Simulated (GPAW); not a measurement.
Consider Li3Pb (I4/mmm).

```xyz
4
Lattice="-2.3357 2.3357 3.3443 2.3357 -2.3357 3.3443 2.3357 2.3357 -3.3443" Properties=species:S:1:pos:R:3 pbc="T T T"
Pb    0.0000    0.0000    0.0000
Li    0.0000    0.0000    3.3443
Li    2.3357    0.0000    1.6721
Li    0.0000    2.3357    1.6721
```

Absorber: atom 3, with 1 Pb at 2.87 Å, 2 Li at 2.87 Å, 1 Pb at 2.87 Å, 1 Li at 2.87 Å, 1 Pb at 2.87 Å, 1 Li at 2.87 Å, 1 Pb at 2.87 Å and 6 Li at 3.30 to 3.34 Å (cube and octahedron, as in bcc, site symmetry -4m2). Method: GPAW, LDA, excited-electron core hole (neutral cell), 16-atom cell with 6.6 Å between holes, 4×4×4 k points, dipole transitions, Gaussian full width 0.9 eV up to 4 eV, rising linearly to 3.5 eV at 25 eV, without spin-orbit coupling.

**Question.** Predict the near-edge structure at the Li K edge.

Main maxima up to 24 eV above the zero (height): 0.3 eV (0.29), 2.5 eV (1.67), 3.9 eV (1.68), 8.8 eV (1.76) and 21.6 eV (0.83). A K edge sees empty p states on the absorber. The total-energy difference is 56.58 eV. One term is added: -3.34 eV, since the hole is spin-paired here and a spin-polarised one costs that much less in the free atom (computed apart). The photon energy is then 53.24 eV. The tabulated edge of the element is 54.7 eV. The functional leaves an error in such absolute values: in the free atom LDA prices this hole 1.0 eV below PBE (computed apart), and PBE is itself good to a few eV.

The Li K spectrum (energy from the lowest empty level; intensity scaled to a mean of 1 over the first 20 eV; polarised curves are means over the symmetry-equivalent atoms):

| E (eV) | isotropic | ε ⊥ c | ε ∥ c |
| --- | --- | --- | --- |
| -2.0 | 0.00 | 0.00 | 0.00 |
| -1.5 | 0.00 | 0.00 | 0.00 |
| -1.0 | 0.00 | 0.00 | 0.00 |
| -0.5 | 0.07 | 0.07 | 0.07 |
| 0.0 | 0.25 | 0.24 | 0.28 |
| 0.5 | 0.27 | 0.26 | 0.31 |
| 1.0 | 0.22 | 0.21 | 0.23 |
| 1.5 | 0.51 | 0.49 | 0.56 |
| 2.0 | 1.26 | 1.30 | 1.20 |
| 2.5 | 1.67 | 1.76 | 1.48 |
| 3.0 | 1.57 | 1.51 | 1.68 |
| 3.5 | 1.58 | 1.50 | 1.76 |
| 4.0 | 1.66 | 1.56 | 1.86 |
| 4.5 | 1.42 | 1.44 | 1.38 |
| 5.0 | 1.36 | 1.50 | 1.10 |
| 5.5 | 1.35 | 1.40 | 1.25 |
| 6.0 | 1.23 | 1.19 | 1.31 |
| 6.5 | 1.24 | 1.24 | 1.24 |
| 7.0 | 1.38 | 1.36 | 1.41 |
| 7.5 | 1.45 | 1.39 | 1.58 |
| 8.0 | 1.58 | 1.56 | 1.61 |
| 8.5 | 1.73 | 1.79 | 1.61 |
| 9.0 | 1.75 | 1.78 | 1.70 |
| 9.5 | 1.61 | 1.59 | 1.67 |
| 10.0 | 1.42 | 1.42 | 1.42 |
| 10.5 | 1.23 | 1.26 | 1.16 |
| 11.0 | 1.07 | 1.08 | 1.03 |
| 11.5 | 0.92 | 0.92 | 0.93 |
| 12.0 | 0.77 | 0.77 | 0.79 |
| 12.5 | 0.63 | 0.62 | 0.64 |
| 13.0 | 0.52 | 0.52 | 0.53 |
| 13.5 | 0.47 | 0.47 | 0.47 |
| 14.0 | 0.45 | 0.46 | 0.44 |
| 14.5 | 0.45 | 0.46 | 0.42 |
| 15.0 | 0.45 | 0.45 | 0.43 |
| 15.5 | 0.47 | 0.46 | 0.48 |
| 16.0 | 0.53 | 0.51 | 0.56 |
| 16.5 | 0.61 | 0.60 | 0.65 |
| 17.0 | 0.70 | 0.68 | 0.73 |
| 17.5 | 0.76 | 0.74 | 0.78 |
| 18.0 | 0.78 | 0.77 | 0.80 |
| 18.5 | 0.78 | 0.77 | 0.79 |
| 19.0 | 0.77 | 0.76 | 0.78 |
| 19.5 | 0.77 | 0.76 | 0.77 |
| 20.0 | 0.78 | 0.77 | 0.78 |
| 20.5 | 0.80 | 0.80 | 0.79 |
| 21.0 | 0.82 | 0.83 | 0.80 |
| 21.5 | 0.83 | 0.84 | 0.80 |
| 22.0 | 0.82 | 0.84 | 0.80 |
| 22.5 | 0.80 | 0.81 | 0.78 |
| 23.0 | 0.76 | 0.76 | 0.76 |
| 23.5 | 0.71 | 0.71 | 0.72 |
| 24.0 | 0.66 | 0.66 | 0.67 |
| 24.5 | 0.61 | 0.61 | 0.61 |
| 25.0 | 0.57 | 0.57 | 0.56 |
| 25.5 | 0.54 | 0.55 | 0.53 |
| 26.0 | 0.52 | 0.53 | 0.51 |
| 26.5 | 0.51 | 0.52 | 0.50 |
| 27.0 | 0.52 | 0.52 | 0.51 |
| 27.5 | 0.52 | 0.52 | 0.52 |
| 28.0 | 0.53 | 0.53 | 0.53 |
| 28.5 | 0.53 | 0.54 | 0.53 |
| 29.0 | 0.53 | 0.53 | 0.53 |
| 29.5 | 0.52 | 0.52 | 0.52 |
| 30.0 | 0.51 | 0.51 | 0.50 |
| 30.5 | 0.49 | 0.49 | 0.49 |
| 31.0 | 0.46 | 0.46 | 0.47 |
| 31.5 | 0.45 | 0.44 | 0.45 |
| 32.0 | 0.43 | 0.43 | 0.44 |

The crystal has 2 inequivalent Li sites and not all are shown here, while a measurement adds them all. The mesh is coarse (0.27 Å⁻¹ between points), so small maxima may be mesh ripples. Lifetime broadening is put in by hand, and intensities beyond about 20 eV depend on it and on the partial waves; weight that the partial waves miss at high energy is lost. The structure is a computed Materials Project entry and may be a hypothetical form.

[Banner, clock and machine lines of the logs are left out without a mark of their own.]

[Logs are printed without paths, hosts, clocks, repeated set-up lines and the standing remarks that a program may print on its own settings, such as how far it seeks lower states.]

[Hosts, paths, dates, database ids (printed as entryN), source tags and the programs' standing remarks are cut or masked in the printed files.]

[Lists of maxima count a maximum above −3 eV only where it reaches 4 % of the highest in the window and stands out from its surroundings by 2 % of it (1.5 % where it reaches 55 %); shoulders and weaker maxima are passed over, and of the rest the first, up to two pre-edge ones and the few strongest are named.]
